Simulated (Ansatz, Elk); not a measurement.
## AlRu2N: X-ray structure factors from the self-consistent density

Structure refinements treat a crystal as free atoms side by side. For a made-up structure of AlRu2N (cell and positions from a PBE relaxation) the runs below show what the calculated density changes in F(hkl).

Method: DFT, PBE, all-electron APW+lo, Dirac cores, scalar-relativistic bands, static density, no spin, in Elk 11.2.3 (patched build).

The structure was built from a prototype and need not be the compound's stable phase.

## 1. The starting structure

It takes space group P6_3/mmc (No. 194, hexagonal). Conventional cell: a = 2.858 Å, b = 2.858 Å, c = 13.662 Å, α = 90.00°, β = 90.00°, γ = 120.00°. Ru has 3 N at 2.13 Å nearest. Nearest to Al lie 6 Ru at 2.65 Å and 6 Al at 2.86 Å. Nearest to N lie 6 Ru at 2.13 Å. Farther neighbours and most contacts between anions are not listed.

## 2. Ground state and structure factors

An all-electron density is needed, since X-rays see the cores too. Task 0 finds the density and task 195 Fourier-transforms it; tshift is off so that phases refer to the origin typed.

Input file elk.in:

```
tasks
  0
  195

xctype
  20

spinpol
  .false.

rgkmax
  7.0

gmaxvr
  14.0

lmaxo
  7

lmaxapw
  8

swidth
  0.002

tshift
  .false.

ramdisk
  .false.

hmaxvr
  5.5

maxscl
  120

epspot
  1e-06

sppath
  './'

avec
  5.40015751052 0.00000000000 0.00000000000
  -2.70007875526 4.67667358854 0.00000000000
  0.00000000000 0.00000000000 25.81774491010

atoms
  3
  'Ru.in'
  4
  0.6666666667 0.3333333333 0.9018251466   0.000000 0.000000 0.000000
  0.3333333333 0.6666666667 0.4018251466   0.000000 0.000000 0.000000
  0.3333333333 0.6666666667 0.0981748534   0.000000 0.000000 0.000000
  0.6666666667 0.3333333333 0.5981748534   0.000000 0.000000 0.000000
  'Al.in'
  2
  0.3333333333 0.6666666667 0.7500000000   0.000000 0.000000 0.000000
  0.6666666667 0.3333333333 0.2500000000   0.000000 0.000000 0.000000
  'N.in'
  2
  0.0000000000 0.0000000000 0.0000000000   0.000000 0.000000 0.000000
  0.0000000000 0.0000000000 0.5000000000   0.000000 0.000000 0.000000

ngridk
  9 9 2
```

Started as:

```sh
OMP_NUM_THREADS=4 elk
```

Numbers of over 12 decimals in the logs are rounded to 6 here.

Log:

```text
┌─────────────────────────┐
│ Elk code version 11.2.3 │
└─────────────────────────┘

All units are atomic (Hartree, Bohr, etc.)

┌─────────────────────────────────────────────────┐
│ Ground-state run starting from atomic densities │
└─────────────────────────────────────────────────┘

Lattice vectors :
   5.400157511       0.000000000       0.000000000
  -2.700078755       4.676673589       0.000000000
   0.000000000       0.000000000       25.81774491

Reciprocal lattice vectors :
   1.163518896      0.6717579481      -0.000000000
   0.000000000       1.343515896       0.000000000
   0.000000000      -0.000000000      0.2433669296

Unit cell volume      :    652.0213130
Brillouin zone volume :   0.3804326768

Muffin-tin inner radius fraction :   0.1000000000E-01

Nuclei treated as point charges

Species : 1 (Ru)
 parameters loaded from : Ru.in
 name : ruthenium
 nuclear charge    :   -44.00000000
 electronic charge :    44.00000000
 atomic mass :    184239.3393
 muffin-tin radius :    2.344779518
 number of radial points in muffin-tin :   1193
 inner part over the whole radius :   0.9995820632E-02
 number on inner part of muffin-tin    :    847
 approximate nuclear radius :   0.8462081736E-04
 number of mesh points to nuclear radius :    424
 atomic positions (lattice), magnetic fields (Cartesian) :
  1 :  -0.33333333  0.33333333 -0.09817485    0.00000000  0.00000000  0.00000000
  2 :   0.33333333 -0.33333333  0.40182515    0.00000000  0.00000000  0.00000000
  3 :   0.33333333 -0.33333333  0.09817485    0.00000000  0.00000000  0.00000000
  4 :  -0.33333333  0.33333333 -0.40182515    0.00000000  0.00000000  0.00000000

Species : 2 (Al)
 parameters loaded from : Al.in
 name : aluminium
 nuclear charge    :   -13.00000000
 electronic charge :    13.00000000
 atomic mass :    49184.33496
 muffin-tin radius :    2.200000000
 number of radial points in muffin-tin :    793
 inner part over the whole radius :   0.9821194981E-02
 number on inner part of muffin-tin    :    552
 approximate nuclear radius :   0.5839653600E-04
 number of mesh points to nuclear radius :    244
 atomic positions (lattice), magnetic fields (Cartesian) :
  1 :   0.33333333 -0.33333333 -0.25000000    0.00000000  0.00000000  0.00000000
  2 :  -0.33333333  0.33333333  0.25000000    0.00000000  0.00000000  0.00000000

Species : 3 (N)
 parameters loaded from : N.in
 name : nitrogen
 nuclear charge    :   -7.000000000
 electronic charge :    7.000000000
 atomic mass :    25532.65216
 muffin-tin radius :    1.623308897
 number of radial points in muffin-tin :    593
 inner part over the whole radius :   0.9997313869E-02
 number on inner part of muffin-tin    :    406
 approximate nuclear radius :   0.4939692610E-04
 number of mesh points to nuclear radius :    171
 atomic positions (lattice), magnetic fields (Cartesian) :
  1 :   0.00000000  0.00000000  0.00000000    0.00000000  0.00000000  0.00000000
  2 :   0.00000000  0.00000000  0.50000000    0.00000000  0.00000000  0.00000000

Total number of atoms per unit cell :    8
Total muffin-tin volume :    341.0411295
 ratio of muffin-tin to unit cell volume :   0.5230521191

Spin treatment :
 spin-unpolarised

Number of Bravais lattice symmetries :   24
Number of crystal symmetries         :   24
Crystal has inversion symmetry
Real symmetric eigensolver will be used

k-point grid :      9     9     2
k-point offset :    0.000000000       0.000000000       0.000000000
k-point set is reduced with full crystal symmetry group
Total number of k-points :       24

Muffin-tin radius times maximum |G+k| :    7.000000000
 using average radius
Maximum |G+k| for APW functions       :    3.289138305
Maximum (1/2)|G+k|²                   :    5.409215394
Maximum |G| for potential and density :    14.00000000
Constant for pseudocharge density :    8
 order of it for each species :   15  15  15
 order of it for pair densities of each species (exact exchange by exxq0 0: 16) :   12  10   4
Radial integration step length :    1

[...]
exchange                    :     -574.02534439263
 correlation                 :     -10.881713777580
 electron entropic           :    -0.25374574577137E-02
 total energy                :     -18724.969035884

Density of states at Fermi energy :    198.5093261
 (states/Hartree/unit cell)

Estimated indirect band gap :   0.4771399176E-03
 from k-point 9 to k-point 20
Estimated direct band gap   :   0.5268234611E-02
 at k-point 9

Charges :
 core                        :    124.0000000
 valence                     :    92.00000000
 interstitial                :    13.67704987
 muffin-tins (core leakage)
  species : 1 (Ru)
[...]
species : 2 (Al)
[...]
species : 3 (N)
[...]
total in muffin-tins        :    202.3229501
 total calculated charge     :    215.9940145
 total charge                :    216.0000000
 error                       :   0.5985518445E-02

RMS change in Kohn-Sham potential (target) :    1.117336471     (  0.1000000000E-05)
Absolute change in total energy (target)   :    1.003991132     (  0.1000000000E-03)

[... loops 3 to 16 left out ...]

┌──────────────────┐
│ Loop number : 17 │
└──────────────────┘

Energies :
 Fermi                       :     0.420817
 sum of occupied eigenvalues :     -11108.223677784
 electron kinetic            :      19455.625183497
 core electron kinetic       :      18787.397676413
 Coulomb                     :     -37591.653638129
 Coulomb potential           :     -29799.745734691
 nuclear-nuclear             :     -2267.3554236498
 electron-nuclear            :     -40913.184356802
 Hartree                     :      5588.8861423228
 Madelung                    :     -22691.780770783
 xc potential                :     -764.10312658936
 exchange                    :     -575.59465677800
 correlation                 :     -10.905347944709
 electron entropic           :    -0.20515333983381E-02
 total energy                :     -18722.530510888

Density of states at Fermi energy :    160.4365464
 (states/Hartree/unit cell)

Estimated indirect band gap :   0.1361304267E-02
 from k-point 22 to k-point 2
Estimated direct band gap   :   0.7062180542E-02
 at k-point 21

Charges :
 core                        :    124.0000000
 valence                     :    92.00000000
 interstitial                :    12.51933063
 muffin-tins (core leakage)
  species : 1 (Ru)
[...]
species : 2 (Al)
[...]
species : 3 (N)
[...]
total in muffin-tins        :    203.4806694
 total calculated charge     :    215.9945183
 total charge                :    216.0000000
 error                       :   0.5481664728E-02

RMS change in Kohn-Sham potential (target) :   0.4980429057E-06 (  0.1000000000E-05)
Absolute change in total energy (target)   :   0.8594296742E-04 (  0.1000000000E-03)

Convergence targets achieved

┌──────────────────┐
│ Loop number : 18 │
└──────────────────┘

Energies :
 Fermi                       :     0.420817
 sum of occupied eigenvalues :     -11108.223678104
 electron kinetic            :      19455.625204066
 core electron kinetic       :      18787.397669564
 Coulomb                     :     -37591.653666632
 Coulomb potential           :     -29799.745710372
 nuclear-nuclear             :     -2267.3554236498
 electron-nuclear            :     -40913.184439053
 Hartree                     :      5588.8861960714
 Madelung                    :     -22691.780811446
 xc potential                :     -764.10317179793
 exchange                    :     -575.59465818879
 correlation                 :     -10.905347978720
 electron entropic           :    -0.20515339362134E-02
 total energy                :     -18722.530520267

Density of states at Fermi energy :    160.4366020
 (states/Hartree/unit cell)

Estimated indirect band gap :   0.1361321203E-02
 from k-point 22 to k-point 2
Estimated direct band gap   :   0.7062169427E-02
 at k-point 21

Charges :
 core                        :    124.0000000
 valence                     :    92.00000000
 interstitial                :    12.51933001
 muffin-tins (core leakage)
  species : 1 (Ru)
[...]
species : 2 (Al)
[...]
atom 2                    :    11.31202742     (  0.4764480407E-03)
  species : 3 (N)
   atom 1                    :    5.970320877     (  0.9529574161E-06)
   atom 2                    :    5.970320877     (  0.9529574161E-06)
 total in muffin-tins        :    203.4806700
 total calculated charge     :    215.9945183
 total charge                :    216.0000000
 error                       :   0.5481664191E-02

┌──────────────────────────────┐
│ Self-consistent loop stopped │
└──────────────────────────────┘

Warning : core states of species 2 leak from the muffin-tin :   0.4764480407E-03

Wrote STATE.OUT
```

Elapsed: 41 s, on 4 threads of AMD EPYC 7B13 (Zen 3), shared host; peak memory 0.27 GiB; 2.1 min of CPU time.

SFACRHO.OUT:

```text

h k l indices transformed by vhmat matrix:
   1.000000000       0.000000000       0.000000000    
   0.000000000       1.000000000       0.000000000    
   0.000000000       0.000000000       1.000000000    

      h      k      l  multipl.   |H|            Re(F)            Im(F)           |F|

      0      0      0      1   0.0000000       216.00000      0.53379804E-16   216.00000    
      0      0      1      2  0.24336693     -0.34497839E-13  0.93596173E-14  0.35744976E-13
      0      0      2      2  0.48673386       44.817544      0.61829051E-14   44.817544    
      0      0     -3      2  0.73010079     -0.90486134E-13  0.17388762E-13  0.92141790E-13
      0      0     -4      2  0.97346772      -87.735778     -0.11309144E-13   87.735778    
      0      0      5      2   1.2168346     -0.26014764E-13 -0.11049331E-13  0.28264034E-13
     -1      0      0      6   1.3435159      -69.415334     -0.32771912E-13   69.415334    
      0      1     -1      6   1.3653800      -53.704884     -0.77035959E-13   53.704884    
      1     -1      1      6   1.3653800       53.704884     -0.34883323E-13   53.704884    
      0      1     -2      6   1.4289663      -4.6125530     -0.64139136E-14   4.6125530    
      1      0     -2      6   1.4289663      -4.6125530      0.26554851E-14   4.6125530    
      0      0      6      2   1.4602016      -122.84438      0.83236852E-14   122.84438    
      1     -1     -3      6   1.5290788      -125.56821      0.12173172E-12   125.56821    
      0      1      3      6   1.5290788       125.56821      0.75688020E-13   125.56821    
      1     -1      4      6   1.6591185       49.728079     -0.10403085E-13   49.728079    
     -1      0     -4      6   1.6591185       49.728079      0.38679726E-13   49.728079    
      0      0     -7      2   1.7035685      0.13120489E-12  0.97809371E-14  0.13156896E-12
      1      0      5      6   1.8126559       7.7719424     -0.35056875E-13   7.7719424
```

Elk indexes on the primitive cell of elk.in and gives |H| = 4π sin θ/λ in inverse bohr. Below, one row stands for each form hkl of the conventional cell (m members, Friedel mates merged), F is for one primitive cell and the density is static (no thermal factor). Free-atom factors are Waasmaier and Kirfel's, and R is Σm||F|−|F'||/Σm|F|.

| hkl | m | sin θ/λ (Å⁻¹) | abs F, DFT | neutral atoms | diff. |
| --- | --- | --- | --- | --- | --- |
| 001 | 2 | 0.037 | 0.000 | 0.000 | +0.000 |
| 002 | 2 | 0.073 | 44.818 | 44.968 | -0.150 |
| 003 | 2 | 0.110 | 0.000 | 0.000 | +0.000 |
| 004 | 2 | 0.146 | 87.736 | 88.110 | -0.374 |
| 005 | 2 | 0.183 | 0.000 | 0.000 | +0.000 |
| 100 | 6 | 0.202 | 69.415 | 70.017 | -0.601 |
| 101 | 12 | 0.205 | 53.705 | 53.984 | -0.279 |
| 102 | 12 | 0.215 | 4.613 | 5.068 | -0.455 |
| 006 | 2 | 0.220 | 122.844 | 124.460 | -1.616 |
| 103 | 12 | 0.230 | 125.568 | 126.397 | -0.829 |
| 104 | 12 | 0.249 | 49.728 | 49.779 | -0.051 |
| 007 | 2 | 0.256 | 0.000 | 0.000 | +0.000 |
| 105 | 12 | 0.273 | 7.772 | 7.989 | -0.217 |
| 008 | 2 | 0.293 | 48.528 | 49.160 | -0.632 |

## 3. The highest occupied states alone

An energy window below the Fermi level keeps the highest occupied states, to see at which angles they scatter; shallow core shells can lie inside it and anion s states outside. No new self-consistency is needed.

elk.in: that of step 2 with these lines changed.

```diff
@@ -1,3 +1,2 @@
 tasks
-  0
   195
@@ -40,2 +39,5 @@
 
+wsfac
+  0.053320 0.720820
+
 sppath
```

Started as:

```sh
OMP_NUM_THREADS=4 elk
```

Log:

```text
┌─────────────────────────────────┐
│ Elk code version 11.2.3 started │
└─────────────────────────────────┘

Info(readinput): the functional depends on the density's gradient
 muffin-tin radial points multiplied by    2.00000
 (not where nrmtscf is given)

┌────────────────────┐
│ Current task : 195 │
└────────────────────┘
Info(checkmt): changed muffin-tin radius of species 1 (Ru) from   2.6000 to   2.3448
Info(checkmt): changed muffin-tin radius of species 3 (N) from   1.8000 to   1.6233

Info(sfacrho): density structure factors written to SFACRHO.OUT

 Energy window :   0.5332000000E-01  0.7208200000

┌──────────────────┐
│ Elk code stopped │
└──────────────────┘
```

It took 10 s on 4 threads; peak memory 0.17 GiB.

States within 10 eV below the Fermi level hold 44.00 electrons; any levels below the window count with the cores. Their amplitudes can exceed the total, where window and core parts have opposite phase:

| hkl | sin θ/λ (Å⁻¹) | abs F, window | abs F, all |
| --- | --- | --- | --- |
| 001 | 0.037 | 0.000 | 0.000 |
| 002 | 0.073 | 10.136 | 44.818 |
| 003 | 0.110 | 0.000 | 0.000 |
| 004 | 0.146 | 7.224 | 87.736 |
| 005 | 0.183 | 0.000 | 0.000 |
| 100 | 0.202 | 1.791 | 69.415 |
| 101 | 0.205 | 4.766 | 53.705 |
| 102 | 0.215 | 1.938 | 4.613 |
| 006 | 0.220 | 3.463 | 122.844 |
| 103 | 0.230 | 6.219 | 125.568 |

## 4. Another functional

The difference from free atoms is small, so it is set against the change that PBEsol makes.

elk.in: that of step 3 with these lines changed.

```diff
@@ -1,2 +1,3 @@
 tasks
+  0
   195
@@ -4,3 +5,3 @@
 xctype
-  20
+  22
 
@@ -39,5 +40,2 @@
 
-wsfac
-  0.053320 0.720820
-
 sppath
```

Started as:

```sh
OMP_NUM_THREADS=4 elk
```

Log:

```text
┌─────────────────────────┐
│ Elk code version 11.2.3 │
└─────────────────────────┘

All units are atomic (Hartree, Bohr, etc.)

┌─────────────────────────────────────────────────┐
│ Ground-state run starting from atomic densities │
└─────────────────────────────────────────────────┘

Lattice vectors :
   5.400157511       0.000000000       0.000000000
  -2.700078755       4.676673589       0.000000000
   0.000000000       0.000000000       25.81774491

Reciprocal lattice vectors :
   1.163518896      0.6717579481      -0.000000000
[...]
species : 1 (Ru)
[...]
species : 2 (Al)
[...]
species : 3 (N)
   atom 1                    :    5.947973131     (  0.9963750600E-06)
   atom 2                    :    5.947973131     (  0.9963750600E-06)
 total in muffin-tins        :    203.4290341
 total calculated charge     :    215.9945067
 total charge                :    216.0000000
 error                       :   0.5493259869E-02

┌──────────────────────────────┐
│ Self-consistent loop stopped │
└──────────────────────────────┘

Warning : core states of species 2 leak from the muffin-tin :   0.4876344230E-03

Wrote STATE.OUT
[key lines of the parts left out:]
total energy                :     -18712.048055913
```

Wall time 42 s (4 threads); peak memory 0.29 GiB; 2.1 min of CPU time.

Against the first run R = 0.03 %; the largest change is -0.050 at 104.

## 5. Basis size

The basis and the expansions that go with it are enlarged, to see whether the differences are converged.

elk.in: that of step 4 with these lines changed.

```diff
@@ -5,3 +5,3 @@
 xctype
-  22
+  20
 
@@ -11,12 +11,12 @@
 rgkmax
-  7.0
+  8.5
 
 gmaxvr
-  14.0
+  18.0
 
 lmaxo
-  7
+  9
 
 lmaxapw
-  8
+  10
```

Started as:

```sh
OMP_NUM_THREADS=4 elk
```

Log:

```text
┌─────────────────────────┐
│ Elk code version 11.2.3 │
└─────────────────────────┘

All units are atomic (Hartree, Bohr, etc.)

┌─────────────────────────────────────────────────┐
│ Ground-state run starting from atomic densities │
└─────────────────────────────────────────────────┘

Lattice vectors :
   5.400157511       0.000000000       0.000000000
  -2.700078755       4.676673589       0.000000000
   0.000000000       0.000000000       25.81774491

Reciprocal lattice vectors :
   1.163518896      0.6717579481      -0.000000000
[...]
species : 1 (Ru)
[...]
species : 2 (Al)
[...]
species : 3 (N)
   atom 1                    :    5.986058225     (  0.9552243900E-06)
   atom 2                    :    5.986058225     (  0.9552243900E-06)
 total in muffin-tins        :    203.5476301
 total calculated charge     :    215.9986202
 total charge                :    216.0000000
 error                       :   0.1379820295E-02

┌──────────────────────────────┐
│ Self-consistent loop stopped │
└──────────────────────────────┘

Warning : core states of species 2 leak from the muffin-tin :   0.4764521897E-03

Wrote STATE.OUT
[key lines of the parts left out:]
total energy                :     -18722.562083590
```

It took 1.7 min on 4 threads; peak memory 0.61 GiB; 5 min of CPU time.

Against the first run R = 0.01 %; the largest change is -0.028 at 116.

## 6. Settings against the effect

| run | R against the first run (%) | R against neutral atoms, low angle (%) | wall time |
| --- | --- | --- | --- |
| PBE, rgkmax 7 | 0.00 | 0.67 | 41 s |
| PBEsol | 0.03 | 0.68 | 42 s |
| rgkmax 8.5 with larger expansions | 0.01 | 0.67 | 1.7 min |

## 7. Outcome

| Item | Value |
| --- | --- |
| R against neutral atoms, sin θ/λ < 0.3 Å⁻¹ | 0.67 % |
| R against neutral atoms, 0.3 to 0.83 Å⁻¹ | 0.32 % |

**Reading.** Independent neutral atoms miss the calculated amplitudes by R = 0.67 % below 0.3 Å⁻¹ and 0.32 % from there to 0.83 Å⁻¹; by shells, 0.40 % below 0.15 Å⁻¹ (2 forms), 0.69 % 0.15 to 0.3 (9 forms), 0.41 % 0.3 to 0.45 (16 forms), 0.30 % above 0.45 (94 forms). Bonding, aspherical density and the tables' own atoms all enter these figures, and the runs don't part them. The largest change of an amplitude is -1.62 electrons, at 006. The window's part falls from 44.0 electrons at the origin to at most 0.48 between 0.45 and 0.83 Å⁻¹. Below 0.3 Å⁻¹ the changes that finished (PBEsol and rgkmax 8.5 with larger expansions) move F by R = 0.05 % at most, against the 0.67 % that separates it from free atoms. The k-mesh has no finished test. These runs have no spin, though d or f shells may be open. Part of the difference isn't bonding: the tables are fits to free atoms and ions calculated by other methods than this functional. Thermal motion, anomalous dispersion and extinction are left out.

[Logs are printed without paths, hosts, clocks, repeated set-up lines and the standing remarks that a program may print on its own settings, such as how far it seeks lower states.]

[Hosts, paths, dates, database ids (printed as entryN), source tags and the programs' standing remarks are cut or masked in the printed files.]
